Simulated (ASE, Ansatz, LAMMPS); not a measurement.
# (20,0) carbon nanotube (160 atoms): support functions against a reference, part 2 of 2

Wanted: errors and times of a linear-scaling basis for (20,0) carbon nanotube (160 atoms). A setting counts as converged where the r.m.s. difference of forces stays under 1 % of the r.m.s. force.

Ansatz 0.2.0; Kohn-Sham DFT, LDA, PAW (set soft_2), plane waves.

The cell: 160 C. Beside vacuum, support functions can miss their usual error bounds without a warning. Only the Γ point is sampled, in a cell whose periodic width is 8 Å.

So far. Step 3 (Plane-wave single point): Intrinsic-atomic-orbital charges run from -0.00 to +0.00 e. The largest share in the top eV of filled states is C p (100 % of the projected weight), and in the lowest eV of empty states C p (100 % of the projected weight).

### 4. Distances and neighbours (continued)

A closer look about C4, which bears the longest force: 10 atoms, nearest first, numbered in the order of the input, with positions taken from that point.

```csv
atom,x,y,z,distance (Å),bonds,intrinsic-atomic-orbital charge (e),Fx,Fy,Fz (eV/Å)
C4,0.00,0.00,0.00,0.00,3,0.00,0.07,0.04,0.55
C89,0.00,0.00,-1.40,1.40,3,0.00,0.07,0.04,-0.55
C3,0.46,-1.12,0.70,1.40,3,0.00,0.07,0.02,-0.55
C7,-0.63,1.03,0.70,1.40,3,0.00,0.07,0.04,-0.55
C8,-1.42,1.96,0.00,2.42,3,0.00,0.06,0.06,0.55
C2,0.75,-2.30,0.00,2.42,3,0.00,0.08,0.02,0.55
C6,0.46,-1.12,2.10,2.42,3,0.00,0.07,0.02,0.55
C86,0.46,-1.12,-2.10,2.42,3,0.00,0.07,0.02,0.55
C10,-0.63,1.03,2.10,2.42,3,0.00,0.07,0.04,0.55
C90,-0.63,1.03,-2.10,2.42,3,0.00,0.07,0.04,0.55
```

The column of bonds counts only the pairs C-C within 1.77 Å; other neighbours, such as metal atoms beside each other in a compound, aren't counted, and periodic images can show an atom twice.

### 5. Support functions medium

With localised support functions most steps grow linearly with size, though the diagonalisation grows faster unless the density matrix is cut; this run measures error and cost at this size. The level medium gives here a grid of 144×144×48 points and a radius of 3.66 Å.

This step: Kohn-Sham DFT, LDA, PAW (set soft_2), localised support functions (medium) (Ansatz 0.2.0).

The input, input.yaml:

```yaml
crystal:
  lattice:
    - [27.66085, 0.0, 0.0]
    - [0.0, 27.66085, 0.0]
    - [0.0, 0.0, 8.38045]
  atoms:
    [... the 160 atom lines of step 3 ...]
kpoints:
  mp_grid: { grid: [1, 1, 1] }
hamiltonian:
  xc: lda
scf:
  occupations: { method: gaussian, width: 0.025 }
  eigensolver: { kind: { support_functions: { accuracy: medium } } }
  mixing: { beta: 0.2 }
  max_iter: 150
output:
  forces: true
  eigenvalues: true
```

The run is started by

```bash
ansatz run input.yaml --threads 8 --pin off --max-ram 15872MiB --backend cpu --events-out ev --progress --plain --runs-dir out
```

Numbers of over 12 decimals in the logs are rounded to 6 here.

What it wrote:

```text
Warning: scf.eigensolver.kind.support_functions: disabling space-group detection — the functions' gradient is summed over unrotated k-points, so no spatial operation reduces the k-mesh or symmetrises the density; time reversal is kept, so that k and −k are solved as one point where they differ and the mesh holds both, and exact exchange and, on two spinor components, a DFT+U term hold to it where the run has them: [...]
settings of this run that can trade accuracy for cost: scf.eigensolver.kind.support_functions [...]
[...]
Crystal: 160 atoms, lattice volume = 6412.072 Å³
Basis set: ecut = 420 eV, 125221 PW (Γ)
Bands: 384, of which v1, the nominal top of the filled ones, is band 320 counted from 1 (319 counted from 0)
Symmetry: 1 space group operations
k-points: 1
[...]
Eigensolver: Support functions (medium, 144×144×48 points, laid for a spacing of at most 0.228497 Å, radius 3.662071 Å, 266 sites without an atom, 1 species' potentials softened for the grid, 1 wholly corrected for its errors in the mean over positions, 1 with the egg-box correction, energy correction by stochastic trace)
[...]
SCF iter   1: F=—  HF=-38900.674863 eV  |F-HF|=—  |Δ(HF+E_count)|=         —  Δρ=4.99e-2  dr2=1.53e2  ethr=1.00e-1
[...]
SCF iter  17: F=-38858.095817 eV  HF=-38858.095817 eV  |F-HF|=1.25e-8  |Δ(HF+E_count)|=   3.34e-6  Δρ=4.52e-6  dr2=1.47e-6  ethr=9.27e-10
SCF 1 converged in 17 iterations: F = -38858.097742 eV  dr2 = 1.47e-6
[...]
SCF converged after 17 iterations
Stability not checked: this state was not tested for a lower state beside it, because the mixer in use, unlike msr1, does not test its closes by its own steps (another_mixer; see scf.mixing.algorithm and scf.lower_state_search)
Free energy (F): -38858.097742 eV
[...]
Internal energy: -38858.097742 eV  (E = F + TS)
E sigma→0 (E₀):  -38858.097742 eV
Fermi energy:    -1.923357 eV
[...]
--- Forces (eV/Å), atoms counted from 1 ---
  atom   1  C      0.07835734    -0.00001710    -0.54563541
  atom   2  C      0.07742556     0.01683514     0.54661715
  atom   3  C      0.07423506     0.02333640    -0.54741188
  atom   4  C      0.06869975     0.03776688     0.54769941
  atom   5  C      0.07742974     0.01690506    -0.54664931
  atom   6  C      0.07415787     0.02340271     0.54747147
  atom   7  C      0.06763607     0.04078278    -0.54670249
  atom   8  C      0.05585929     0.05590148     0.54539872
  atom   9  C      0.06869160     0.03772716    -0.54771953
  atom  10  C      0.06764238     0.04073241     0.54675010
  atom  11  C      0.04075795     0.06760591    -0.54670228
  atom  12  C      0.03775979     0.06868241     0.54773634
  atom  13  C      0.05593018     0.05594846    -0.54538714
  atom  14  C      0.04075019     0.06757120     0.54672444
[...]
atom 159  C      0.07752218    -0.01691477    -0.54652844
  atom 160  C      0.07844906    -0.00001608     0.54572566
  max |Σ_I F_I| component: 1.23e-3 eV/Å
--- Band table (eV) ---
[...]
```

Run time: 2.4 min. Hardware: 8 threads of Arm Neoverse V2, shared host; peak memory 7.6 GiB; 19 min of CPU time.

The program notes that the band table was not solved further than the SCF left it and it switched symmetry off.

Keys that differ from the reference: support_functions.accuracy = "medium", scf.max_iter = 150 and scf.mixing.beta = 0.2.

Forces differ from the reference by 0.28 meV/Å r.m.s., 0.087 % of their size, well within a tolerance of 1 %; the energy by -4.8 meV/atom. It took 2.4 min and 17 cycles; the reference's time can't be set against it, since the two runs asked for unlike analyses.

### 6. What each setting buys

Each row is set against the plane-wave reference (Kohn-Sham DFT, LDA, PAW (set soft_2), plane waves; r.m.s. force component 0.319 eV/Å). Energies are set beside the reference only for runs with its functional, potentials and electron count. Times are for 8 threads of Arm Neoverse V2, shared host. The reference's time includes the DOS and grids, which some other runs skip.

```
                     run  Δ force, r.m.s. (meV/Å)  share of r.m.s. force (%)  Δ energy (meV/atom)  Δ gap (eV)  cycles     time  host memory (GiB)
               reference                        -                          -                    -           -       8     70 s                6.9
support functions medium                    0.278                     0.0872                -4.78     -1.0e-4      17  2.4 min                7.6
```

### 7. Outcome

```yaml
free_energy_per_atom: -242.8583 eV/atom
r_m_s_force_component: 0.3192 eV/Å
spacing_of_highest_filled_and_lowest_empty_level: 0.5179 eV
wall_time_of_the_2_dft_runs: 3.6 min
```

**Reading.** Against plane waves at 420 eV, the forces differ by 0.28 meV/Å (0.087 %) with support functions medium. At 160 atoms the run with support functions medium takes roughly 2.1 times the time of plane waves (whose run also made extra analyses, so the like-for-like ratio is larger), in 17 SCF cycles against 8. Differences between support functions and plane waves include what basis error the plane-wave run still has.

Filled and empty levels are parted by 0.518 eV at Γ alone; the mesh holds the band edges only if they fold onto it, so the gap at this level can be narrower or closed, while local or semilocal functionals tend to narrow gaps against experiment. Counting bonds as in the table, all C atoms have 3 bonded neighbours.

What to keep in mind: The geometry was minimised with a classical potential and isn't relaxed at this level: its force components are 0.32 eV/Å r.m.s.

[Logs are printed without paths, hosts, clocks, repeated set-up lines and the standing remarks that a program may print on its own settings, such as how far it seeks lower states.]

[Hosts, paths, dates, database ids (printed as entryN), source tags and the programs' standing remarks are cut or masked in the printed files.]
